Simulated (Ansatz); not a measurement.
# The perfect Ta wire along [100], 4 atoms a period

What gap, if any, does the Ta wire along [100], 4 atoms a period have, and how many channels would it open?

Program: Ansatz 0.2.0. Level of theory: DFT PBE, plane waves, PAW; relaxation of a wire's period; PAW set soft_1, in the first sound run; inputs show where later runs differ. Results are calculated unless marked as measured.

## 1. The structure

The cell holds 4 atoms: 4 Ta. Cell: a = 10.120 Å, b = 10.120 Å, c = 3.320 Å, α = 90.0°, β = 90.0°, γ = 90.0°. Vacuum lies along a and b. The structure's axis is c.

## 2. Relaxing the period

Band widths follow the bond lengths, so the wire is relaxed first. The atoms and the third cell vector are free; the box across stays fixed as vacuum. A Fermi-Dirac smearing is set since the result may be a metal. The pressure printed is a third of the stress's trace over the whole box, vacuum included; only the stress along the axis is relaxed.

Contents of input.yaml:

```yaml
crystal:
  lattice:
    - [10.12, 0.0, 0.0]
    - [0.0, 10.12, 0.0]
    - [0.0, 0.0, 3.32]
  atoms:
    - { symbol: Ta, position: [0.335968379, 0.5, 0.0] }
    - { symbol: Ta, position: [0.664031621, 0.5, 0.0] }
    - { symbol: Ta, position: [0.5, 0.335968379, 0.5] }
    - { symbol: Ta, position: [0.5, 0.664031621, 0.5] }
kpoints:
  mp_grid: { grid: [1, 1, 25] }
scf:
  occupations: { method: fermi_dirac, width: 0.05 }
hamiltonian:
  xc: pbe
  pseudopotentials: { kind: paw, azcp: { folder: soft_1 } }
relax:
  cell: { fix: [a, b, alpha, beta, gamma] }
  max_steps: 45
  f_tol: 0.03
```

The run is started by

```bash
$ ansatz run input.yaml --threads 4 --pin off --max-ram 16384MiB --backend cpu --events-out ev --progress --plain --runs-dir out
```

Numbers of over 12 decimals in the logs are rounded to 6 here.

The program printed:

```text
Engine: ansatz 0.2.0, x86_64-unknown-linux-gnu
Pseudopotentials: kind: paw
Pseudopotential: Ta, paw, valence charge 13, recommended cutoff 420 eV (normal), soft_1/Ta.paw.azcp
Functional definition: PBE
  parameter kappa = 0.804
  parameter beta = 0.066725
  exchange = pbe_x(kappa = kappa, mu = beta*pi^2/3)
  correlation = pbe_c(beta = beta)
Crystal: 4 atoms, lattice volume = 340.016 Å³
Basis set: ecut = 420 eV, 6687 PW (Γ), exchange–correlation on 144×144×48 points (8 copies of the dense FFT grid, shifted against one another)
Bands: 32, of which v1, the nominal top of the filled ones, is band 26 counted from 1 (25 counted from 0)
Symmetry: 16 space group operations
Space group: P42/mmc (ITA 131), of the structure as read, at distance tolerance 7.0e-5 Å
k-points: 13 of 25
Non-local potential: Ta, projectors of the file, l = 0: 3, l = 1: 2, l = 2: 2, l = 3: 1
PAW form: soft (Blöchl's): semilocal exchange-correlation on the pseudo side does not see the compensation charge
PAW one-centre angular grid: Ta, 590 points (default); XC on 64 Gauss nodes
Initial density: superposition of atomic densities (neutral atoms: chi_scale 0, normalization atom)
Initial wavefunctions: pseudopotential atomic-orbital guess
Functional: x = pbe(κ = 0.804, μ = 0.219515), c = pbe(β = 0.066725)
SCF iter   1: F=—  HF=-39728.725690 eV  |F-HF|=—  |Δ(HF+E_count)|=         —  Δρ=3.81e-2  dr2=2.22e1  ethr=3.10e-3  ⟨swp⟩=9.1  Hψ=1893  notcnv=0
preconditioner: auto → Resta (q_TF=auto, 1.995 Å⁻¹)  ε∞=6.9  [insulator: Δε(μ)=0.527 eV  Ē_g=3.702 eV  σ=0.050 eV  W_gap=0.99  n_scr=46 (ndim 8)  ℏωp=9.0 eV  f_vac=0.537  D(μ)=0.08/eV (n_scr^D=0)  ε∞_Penn≈6.9  vacuum switching on, ρ_ref=9.9e-4 e/Å³]
SCF iter   2: F=—  HF=-39724.290521 eV  |F-HF|=—  |Δ(HF+E_count)|=    4.44e0  Δρ=1.80e-2  dr2=4.42e0  ethr=3.10e-3  ⟨swp⟩=5.0  Hψ=1079  notcnv=0
preconditioner: auto → LDOS  [metal: Δε(μ)=0.107 eV  Ē_g=3.082 eV  σ=0.050 eV  W_gap=0.45  n_scr=46 (ndim 8)  ℏωp=9.0 eV  f_vac=0.513  D(μ)=2.37/eV (n_scr^D=8)  β→1.0]
SCF iter   3: F=—  HF=-39723.548704 eV  |F-HF|=—  |Δ(HF+E_count)|=   7.42e-1  Δρ=7.57e-3  dr2=2.57e-1  ethr=3.10e-3  ⟨swp⟩=4.1  Hψ=899  notcnv=0
SCF iter   4: F=—  HF=-39723.479974 eV  |F-HF|=—  |Δ(HF+E_count)|=   6.87e-2  Δρ=2.26e-3  dr2=6.10e-2  ethr=4.93e-4  ⟨swp⟩=2.4  Hψ=758  notcnv=0
SCF iter   5: F=—  HF=-39723.477043 eV  |F-HF|=—  |Δ(HF+E_count)|=   2.93e-3  Δρ=9.73e-4  dr2=1.13e-2  ethr=1.17e-4  ⟨swp⟩=2.9  Hψ=695  notcnv=0
SCF iter   6: F=—  HF=-39723.476961 eV  |F-HF|=—  |Δ(HF+E_count)|=   8.18e-5  Δρ=2.76e-4  dr2=5.74e-4  ethr=2.17e-5  ⟨swp⟩=2.0  Hψ=547  notcnv=0
SCF iter   7: F=—  HF=-39723.476938 eV  |F-HF|=—  |Δ(HF+E_count)|=   2.35e-5  Δρ=6.76e-5  dr2=2.84e-5  ethr=1.10e-6  ⟨swp⟩=2.4  Hψ=647  notcnv=0
SCF iter   8: F=—  HF=-39723.477123 eV  |F-HF|=—  |Δ(HF+E_count)|=   1.85e-4  Δρ=1.15e-5  dr2=1.01e-6  ethr=5.46e-8  ⟨swp⟩=2.2  Hψ=547  notcnv=0
SCF iter   9: F=—  HF=-39723.477123 eV  |F-HF|=—  |Δ(HF+E_count)|=   3.04e-7  Δρ=4.44e-6  dr2=1.66e-7  ethr=1.92e-10  ⟨swp⟩=6.2  Hψ=1756  notcnv=0
SCF iter  10: F=-39723.477123 eV  HF=-39723.477123 eV  |F-HF|=6.26e-10  |Δ(HF+E_count)|=   1.47e-8  Δρ=5.40e-7  dr2=1.50e-9  ethr=1.92e-10  ⟨swp⟩=5.2  Hψ=1377  notcnv=0
SCF 1 converged in 10 iterations: F = -39723.477123 eV  dr2 = 1.50e-9
  greatest PAW one-centre occupation: 0.999 electrons in one spin orbital (limit 2), on the Ta atom at site 3 (counted from 0), in its partial waves of l = 0
relax step   1: F+E_penalty+E_count = -39723.47712319 eV  Δ(F+E_penalty+E_count) = +0.000e0 eV  max|allowed force component| = 3.258e0 eV/Å  Δτ_max = 0.0000 Å  P = -6.116 GPa  Ω = 340.016 Å³  fix = [a, b, alpha, beta, gamma]  reactions: a -5.190, b -5.190 GPa  (10 SCF iters, dr2 threshold 1.00e-7 eV, accepted)
Crystal: 4 atoms, lattice volume = 332.260 Å³
Basis set: ecut = 420 eV, 6535 PW (Γ), exchange–correlation on 144×144×48 points (8 copies of the dense FFT grid, shifted against one another)
Initial density: handed on by an earlier stage of this run
Initial wavefunctions: those handed on with the density
SCF iter   1: F=—  HF=-39725.503426 eV  |F-HF|=—  |Δ(HF+E_count)|=         —  Δρ=1.58e-2  dr2=2.34e0  ethr=3.10e-3  ⟨swp⟩=11.7  Hψ=2221  notcnv=0
preconditioner: auto → LDOS  [metal: Δε(μ)=0.053 eV  Ē_g=3.556 eV  σ=0.050 eV  W_gap=0.25  n_scr=38 (ndim 8)  ℏωp=9.1 eV  f_vac=0.594  D(μ)=5.91/eV (n_scr^D=24)  β→1.0]
SCF iter   2: F=—  HF=-39725.284100 eV  |F-HF|=—  |Δ(HF+E_count)|=   2.19e-1  Δρ=1.06e-2  dr2=1.39e0  ethr=3.10e-3  ⟨swp⟩=3.5  Hψ=897  notcnv=0  defer=1
SCF iter   3: F=—  HF=-39725.079939 eV  |F-HF|=—  |Δ(HF+E_count)|=   2.04e-1  Δρ=2.06e-3  dr2=4.07e-2  ethr=2.67e-3  ⟨swp⟩=2.8  Hψ=786  notcnv=0
SCF iter   4: F=—  HF=-39725.077401 eV  |F-HF|=—  |Δ(HF+E_count)|=   2.54e-3  Δρ=6.14e-4  dr2=2.25e-3  ethr=7.83e-5  ⟨swp⟩=2.2  Hψ=749  notcnv=0
SCF iter   5: F=—  HF=-39725.078724 eV  |F-HF|=—  |Δ(HF+E_count)|=   1.32e-3  Δρ=1.60e-4  dr2=1.60e-4  ethr=4.32e-6  ⟨swp⟩=2.2  Hψ=617  notcnv=0
SCF iter   6: F=—  HF=-39725.079022 eV  |F-HF|=—  |Δ(HF+E_count)|=   2.98e-4  Δρ=3.52e-5  dr2=4.40e-6  ethr=3.07e-7  ⟨swp⟩=2.4  Hψ=587  notcnv=0
SCF iter   7: F=-39725.079028 eV  HF=-39725.079028 eV  |F-HF|=1.74e-7  |Δ(HF+E_count)|=   5.33e-6  Δρ=5.81e-6  dr2=1.40e-7  ethr=7.69e-10  ⟨swp⟩=6.3  Hψ=1834  notcnv=0
SCF 2 converged in 7 iterations: F = -39725.079028 eV  dr2 = 1.40e-7
  greatest PAW one-centre occupation: 0.999 electrons in one spin orbital (limit 2), on the Ta atom at site 1 (counted from 0), in its partial waves of l = 0
relax step   2: F+E_penalty+E_count = -39725.07902778 eV  Δ(F+E_penalty+E_count) = -1.602e0 eV  max|allowed force component| = 4.851e-1 eV/Å  Δτ_max = 0.1911 Å  P = +0.103 GPa  Ω = 332.260 Å³  energy of the carried Pulay correction = +3.245e-4 eV  fix = [a, b, alpha, beta, gamma]  reactions: a +0.647, b +0.647 GPa  (7 SCF iters, dr2 threshold 4.00e-7 eV, accepted)
Crystal: 4 atoms, lattice volume = 315.677 Å³
Basis set: ecut = 420 eV, 6143 PW (Γ), exchange–correlation on 144×144×48 points (8 copies of the dense FFT grid, shifted against one another)
iter 1 solved again at ethr=1.94e-4 eV; its pass at ethr=3.10e-3 eV (dr2=1.01e-1 eV) is discarded
SCF iter   1: F=—  HF=-39725.132476 eV  |F-HF|=—  |Δ(HF+E_count)|=         —  Δρ=6.34e-3  dr2=1.01e-1  ethr=1.94e-4  ⟨swp⟩=2.2  Hψ=2584  notcnv=0
preconditioner: auto → LDOS  [metal: Δε(μ)=0.082 eV  Ē_g=3.232 eV  σ=0.050 eV  W_gap=0.39  n_scr=36 (ndim 8)  ℏωp=9.3 eV  f_vac=0.569  D(μ)=5.21/eV (n_scr^D=20)  β→1.0]
SCF iter   2: F=—  HF=-39725.129704 eV  |F-HF|=—  |Δ(HF+E_count)|=   2.77e-3  Δρ=2.97e-3  dr2=1.33e-1  ethr=1.94e-4  ⟨swp⟩=3.0  Hψ=827  notcnv=0
SCF iter   3: F=—  HF=-39725.108653 eV  |F-HF|=—  |Δ(HF+E_count)|=   2.11e-2  Δρ=9.10e-4  dr2=4.77e-3  ethr=1.94e-4  ⟨swp⟩=2.6  Hψ=806  notcnv=0
SCF iter   4: F=—  HF=-39725.108381 eV  |F-HF|=—  |Δ(HF+E_count)|=   2.72e-4  Δρ=2.10e-4  dr2=2.64e-4  ethr=9.17e-6  ⟨swp⟩=2.5  Hψ=784  notcnv=0
SCF iter   5: F=—  HF=-39725.108621 eV  |F-HF|=—  |Δ(HF+E_count)|=   2.40e-4  Δρ=6.39e-5  dr2=2.61e-5  ethr=5.07e-7  ⟨swp⟩=2.5  Hψ=683  notcnv=0
SCF iter   6: F=—  HF=-39725.108635 eV  |F-HF|=—  |Δ(HF+E_count)|=   1.41e-5  Δρ=1.36e-5  dr2=8.37e-7  ethr=5.03e-8  ⟨swp⟩=2.2  Hψ=550  notcnv=0
SCF iter   7: F=-39725.108635 eV  HF=-39725.108635 eV  |F-HF|=3.93e-8  |Δ(HF+E_count)|=   6.16e-7  Δρ=4.00e-6  dr2=4.39e-8  ethr=7.69e-10  ⟨swp⟩=5.8  Hψ=1607  notcnv=0
SCF 3 converged in 7 iterations: F = -39725.108635 eV  dr2 = 4.39e-8
relax step   3: F+E_penalty+E_count = -39725.10863547 eV  Δ(F+E_penalty+E_count) = -2.961e-2 eV  max|allowed force component| = 2.205e-1 eV/Å  Δτ_max = 0.0699 Å  P = -0.323 GPa  Ω = 315.677 Å³  energy of the carried Pulay correction = +1.044e-3 eV  fix = [a, b, alpha, beta, gamma]  reactions: a -0.378, b -0.378 GPa  (7 SCF iters, dr2 threshold 4.00e-7 eV, accepted)
[...]
relax step   4: F+E_penalty+E_count = -39725.11600070 eV  Δ(F+E_penalty+E_count) = -7.365e-3 eV  max|allowed force component| = 7.323e-2 eV/Å  Δτ_max = 0.0124 Å  P = +0.011 GPa  Ω = 316.594 Å³  energy of the carried Pulay correction = +1.003e-3 eV  fix = [a, b, alpha, beta, gamma]  reactions: a -0.144, b -0.144 GPa  (6 SCF iters, dr2 threshold 4.00e-7 eV, accepted)
[...]
relax step   5: F+E_penalty+E_count = -39724.98301199 eV  Δ(F+E_penalty+E_count) = +1.330e-1 eV  max|allowed force component| = 1.474e0 eV/Å  Δτ_max = 0.0832 Å  P = +1.547 GPa  Ω = 329.637 Å³  energy of the carried Pulay correction = +4.360e-4 eV  fix = [a, b, alpha, beta, gamma]  (7 SCF iters, dr2 threshold 3.35e-7 eV, rejected (line search))
[...]
relax step   6: F+E_penalty+E_count = -39725.13787886 eV  Δ(F+E_penalty+E_count) = -2.188e-2 eV  max|allowed force component| = 1.255e-2 eV/Å  Δτ_max = 0.0239 Å  P = -0.013 GPa  Ω = 323.052 Å³  energy of the carried Pulay correction = +7.196e-4 eV  fix = [a, b, alpha, beta, gamma]  reactions: a -0.047, b -0.047 GPa  (10 SCF iters, accepted)
[...]
relax step   7: F+E_penalty+E_count = -39725.13786176 eV  Δ(F+E_penalty+E_count) = +1.710e-5 eV  max|allowed force component| = 1.586e-2 eV/Å  Δτ_max = 0.0024 Å  P = -0.019 GPa  Ω = 323.785 Å³  energy of the carried Pulay correction = +6.878e-4 eV  fix = [a, b, alpha, beta, gamma]  reactions: a -0.006, b -0.006 GPa  (6 SCF iters, dr2 threshold 8.16e-9 eV, accepted)
Initial wavefunctions: pseudopotential atomic-orbital guess (no wavefunctions were taken with the density)
iter 1 solved again at ethr=5.14e-8 eV; its pass at ethr=3.10e-3 eV (dr2=2.68e-5 eV) is discarded
SCF iter   1: F=—  HF=-39725.137005 eV  |F-HF|=—  |Δ(HF+E_count)|=         —  Δρ=4.61e-5  dr2=8.25e-7  ethr=5.14e-8  ⟨swp⟩=5.7  Hψ=3428  notcnv=0
preconditioner: auto → LDOS  [metal: Δε(μ)=0.092 eV  Ē_g=3.281 eV  σ=0.050 eV  W_gap=0.39  n_scr=38 (ndim 8)  ℏωp=9.2 eV  f_vac=0.582  D(μ)=4.99/eV (n_scr^D=20)  β→1.0]
SCF iter   2: F=—  HF=-39725.137169 eV  |F-HF|=—  |Δ(HF+E_count)|=   1.64e-4  Δρ=4.19e-6  dr2=2.65e-8  ethr=1.59e-9  ⟨swp⟩=2.0  Hψ=753  notcnv=0
SCF iter   3: F=—  HF=-39725.137169 eV  |F-HF|=—  |Δ(HF+E_count)|=   6.35e-9  Δρ=9.76e-7  dr2=3.94e-9  ethr=5.11e-11  ⟨swp⟩=2.2  Hψ=764  notcnv=0
SCF iter   4: F=—  HF=-39725.137169 eV  |F-HF|=—  |Δ(HF+E_count)|=  4.29e-10  Δρ=1.95e-7  dr2=6.59e-10  ethr=7.59e-12  ⟨swp⟩=3.2  Hψ=939  notcnv=0
SCF iter   5: F=—  HF=-39725.137169 eV  |F-HF|=—  |Δ(HF+E_count)|=  9.46e-11  Δρ=1.02e-7  dr2=5.78e-11  ethr=1.27e-12  ⟨swp⟩=2.5  Hψ=703  notcnv=0
SCF iter   6: F=-39725.137169 eV  HF=-39725.137169 eV  |F-HF|=2.91e-11  |Δ(HF+E_count)|=    0.00e0  Δρ=3.74e-8  dr2=1.75e-11  ethr=1.00e-12  ⟨swp⟩=5.0  Hψ=1519  notcnv=0
SCF 8 converged in 6 iterations: F = -39725.137169 eV  dr2 = 1.75e-11
relax step   8: F+E_penalty+E_count = -39725.13716865 eV  Δ(F+E_penalty+E_count) = +6.931e-4 eV  max|allowed force component| = 1.614e-2 eV/Å  Δτ_max = 0.0000 Å  P = -0.018 GPa  Ω = 323.785 Å³  fix = [a, b, alpha, beta, gamma]  reactions: a -0.005, b -0.005 GPa  stress off target by 4.47e-2 GPa on what of the cell is left free  SCF on the basis re-selected at this cell (its energy is not comparable with the rows above)  (6 SCF iters)
basis re-selected at this cell: Δ(F+E_penalty+E_count) = +6.931e-4 eV, ΔP = +0.001 GPa vs the last step (what re-selecting the basis moved, of the pressure what is left beyond the Pulay correction that the steps carried, after the strain that the cell walked since its last selection, with what the two solves' SCF thresholds leave and, on support functions, any second-order correction that the steps lacked; it is no m [...]
SCF converged after 6 iterations
Free energy (F): -39725.137169 eV
Harris-Foulkes:  -39725.137169 eV  (|F-HF|=2.91e-11)
Internal energy: -39725.095912 eV  (E = F + TS)
E sigma→0 (E₀):  -39725.116540 eV
Entropy (-TS):   -0.041257 eV (-10.314 meV/atom)
Fermi energy:    1.707996 eV
--- Per-component energies (eV) ---
  E_band       = -1318.876999
  E_kinetic    = 1574.119802
  E_local      = -14428.373294  (includes V_loc(G=0)·N_el)
  E_nonlocal   = -42.813962
  E_hartree    = 6457.759046
  E_xc         = -1279.128267
  E_vxc        = -926.424860  (∫ρ·V_xc dr)
  E_paw        = -33217.860704  (= ΣΔE_a)
  E_vpaw       = -410.903616  (= ΣTr[D̂ρ^β])
  E_aug_tail   = 0.000366  (compensation charges beyond the density's cutoff)
  E_ewald      = 1211.201101
  E_smearing   = -0.041257  (= −TS)
  E_closure    = -0.000000  (closes the sum)
  Σ components = -39725.137169   (vs F -39725.137169, Δ=0.00e0)
--- Forces (eV/Å), atoms counted from 1 ---
  atom   1  Ta    -0.01614044     0.00000000     0.00000000
  atom   2  Ta     0.01614044     0.00000000     0.00000000
  atom   3  Ta     0.00000000    -0.01614044     0.00000000
  atom   4  Ta     0.00000000     0.01614044     0.00000000
  max |Σ_I F_I| component: 0.00e0 eV/Å
--- Stress (GPa, compression-positive) ---
       -0.004847       0.000000       0.000000
        0.000000      -0.004847       0.000000
        0.000000       0.000000      -0.044687
  P = ⅓ Tr σ = -0.0181 GPa (-0.181 kbar)
--- Relaxed structure (7 steps of the walk, 6 accepted, 1 SCFs on fresh bases) ---
  F+E_penalty+E_count = -39725.13716865 eV   max|allowed force component| = 1.614e-2 eV/Å   (the final SCF, on the basis selected at the relaxed cell)
  cell:  # Å, volume = 323.7851 Å³
    - [10.12, 0.0, 0.0]
    - [0.0, 10.12, 0.0]
    - [0.0, 0.0, 3.161520]
  atoms:
    - { symbol: Ta, position: [0.351785, 0.5, 0.0] }
    - { symbol: Ta, position: [0.648215, 0.5, 0.0] }
    - { symbol: Ta, position: [0.5, 0.351785, 0.5] }
    - { symbol: Ta, position: [0.5, 0.648215, 0.5] }
```

It took 13 s on 4 threads of Intel Xeon Platinum 8375C at 2.90GHz (Ice Lake), shared host; peak memory 0.73 GiB.

Step by step:

| step | energy less that of the first step (eV) | largest force component (eV/Å) | pressure (GPa) | volume (Å³) |
| --- | --- | --- | --- | --- |
| 1 | 0.0000 | 3.2578 | -6.12 | 340.02 |
| 2 | -1.6019 | 0.4851 | 0.10 | 332.26 |
| 3 | -1.6315 | 0.2205 | -0.32 | 315.68 |
| 4 | -1.6389 | 0.0732 | 0.01 | 316.59 |
| 5 | -1.5059 | 1.4738 | 1.55 | 329.64 |
| 6 | -1.6608 | 0.0125 | -0.01 | 323.05 |
| 7 | -1.6607 | 0.0159 | -0.02 | 323.79 |
| 8* | -1.6600 | 0.0161 | -0.02 | 323.79 |

Relaxation steps marked * repeat the geometry before them on a plane-wave basis chosen anew for their cell, so energy and pressure can jump there. Relaxation step 5 was tried and not accepted.

Forces are held to the 16 operations that the run works with; a distortion that breaks them can't arise in this run.

```csv
cell as run,before,after,change
c (Å),3.320,3.162,-4.8 %
```

The atoms that moved most (Å, along periodic axes as changes of fractional coordinates times the final cell, across vacuum about the mean position):

| atom | dx | dy | dz | length |
| --- | --- | --- | --- | --- |
| Ta1 | 0.160 | 0.000 | 0.000 | 0.160 |
| Ta2 | -0.160 | 0.000 | 0.000 | 0.160 |
| Ta3 | 0.000 | 0.160 | 0.000 | 0.160 |
| Ta4 | 0.000 | -0.160 | 0.000 | 0.160 |

This step gave:

| Property | Result |
| --- | --- |
| energy at zero smearing | -39725.1165 eV |
| cell length along the wire | 3.162 Å |

The cell's length comes to 3.162 Å with spin left out.

## 3. The perfect wire

This step: DFT PBE, plane waves, PAW; bands of a perfect wire; PAW set soft_1 (Ansatz 0.2.0).

At the relaxed period the bands are computed along the axis; those that cross an energy going forward count the channels that a perfect wire would open there.

input.yaml, the sections that differ from step 2:

```yaml
crystal:
  lattice:
    - [10.12, 0.0, 0.0]
    - [0.0, 10.12, 0.0]
    - [0.0, 0.0, 3.1615197381]
  atoms:
    - { symbol: Ta, position: [0.351784928, 0.5, 0.0] }
    - { symbol: Ta, position: [0.648215072, 0.5, 0.0] }
    - { symbol: Ta, position: [0.5, 0.351784928, 0.5] }
    - { symbol: Ta, position: [0.5, 0.648215072, 0.5] }
kpoints:
  mp_grid: { grid: [1, 1, 26] }
  band_path: { path: ["Γ", Z], npoints: 90 }
output:
  dos: { e_range: [-5, 4] }
  write_potential: true
  write_density: true
  volumetric_format: npy
# scf, hamiltonian: as in step 2
# relax: removed
```

The program printed:

```text
[...]
Crystal: 4 atoms, lattice volume = 323.785 Å³
Basis set: ecut = 420 eV, 6327 PW (Γ)
Bands: 32, of which v1, the nominal top of the filled ones, is band 26 counted from 1 (25 counted from 0)
[... 1 set-up line as in the run before ...]
[...]
k-points: 14 of 26
[...]
SCF iter   1: F=—  HF=-39732.212849 eV  |F-HF|=—  |Δ(HF+E_count)|=         —  Δρ=4.36e-2  dr2=2.89e1  ethr=3.10e-3  ⟨swp⟩=8.4  Hψ=2100  notcnv=0
[...]
SCF iter  11: F=-39725.136975 eV  HF=-39725.136975 eV  |F-HF|=9.75e-9  |Δ(HF+E_count)|=   3.72e-8  Δρ=1.11e-6  dr2=2.28e-8  ethr=1.92e-10  ⟨swp⟩=8.6  Hψ=2304  notcnv=0
SCF 1 converged in 11 iterations: F = -39725.136975 eV  dr2 = 2.28e-8
[...]
NSCF: frozen V_eff on 91 k-points
WARN: The output density's exchange-correlation potential varies sharply where the density is thin. Do not read a vacuum level from v_tot or v_xc, or from such a field of the output density. On a cell that repeats whose density bears no net charge and no dipole along the vacuum's axis use v_es (v_loc + v_h of the components); under efield.dipole_correction with no amplitude use v_es + v_field, which holds any externa [...]
SCF converged after 11 iterations
Free energy (F): -39725.136975 eV
[...]
Internal energy: -39725.095499 eV  (E = F + TS)
E sigma→0 (E₀):  -39725.116237 eV
Entropy (-TS):   -0.041476 eV (-10.369 meV/atom)
Fermi energy:    1.705072 eV
[...]
--- Band table (eV; the first three rows and the last of 14) ---
  k-point 0: bands = [... 22 lower, 0.6566, 0.6566, 1.3327, 1.4269, 1.4852, 2.3510, 2.5435, 2.5435, ... 2 higher]
  k-point 1: bands = [... 22 lower, 0.6185, 0.6185, 1.3814, 1.4587, 1.5004, 2.3709, 2.5686, 2.5686, ... 2 higher]
  k-point 2: bands = [... 22 lower, 0.5154, 0.5154, 1.2581, 1.5451, 1.7252, 2.4287, 2.5918, 2.5918, ... 2 higher]
  k-point 13: bands = [... 22 lower, 0.3257, 0.3257, 1.1213, 1.1213, 2.4431, 2.4431, 3.3705, 3.3705, ... 2 higher]
```

It took 6.2 s on 4 threads; peak memory 0.84 GiB; 24 s of CPU time.

Numbers from this step:

```yaml
energy_at_zero_smearing: -39725.1162 eV
band_gap: 0 eV
```

Electronic bands along the path, in eV, zero at the Fermi level:

| point | band 23 | band 24 | band 25 | band 26 | band 27 | band 28 | band 29 | band 30 |
| --- | --- | --- | --- | --- | --- | --- | --- | --- |
| Γ | -1.05 | -1.05 | -0.37 | -0.28 | -0.22 | 0.65 | 0.84 | 0.84 |
| halfway | -1.83 | -1.83 | -1.25 | 0.01 | 0.32 | 0.32 | 0.84 | 1.10 |
| Z | -1.38 | -1.38 | -0.58 | -0.58 | 0.74 | 0.74 | 1.67 | 1.67 |

Between Γ and Z the bands cross the Fermi level 3 times, so a perfect wire would conduct at least 3 G₀, with spin left out.

## 4. Results

```yaml
cell_length_pbe: 3.162 Å
ballistic_conductance_by_band_crossings_a_lower_bound_pbe: 3 G₀
```

Under PBE the cell's length is 3.16 Å, and the bands cross the Fermi level 3 times between Γ and Z, which gives a perfect wire at least 3 G₀ (opposite crossings within one step of the path cancel in such a count). No spin was allowed, though thin wires with open d shells can turn magnetic. Spin-orbit coupling is left out, which matters for the bands of heavy atoms.

[Logs are printed without paths, hosts, clocks, repeated set-up lines and the standing remarks that a program may print on its own settings, such as how far it seeks lower states.]

[Hosts, paths, dates, database ids (printed as entryN), source tags and the programs' standing remarks are cut or masked in the printed files.]
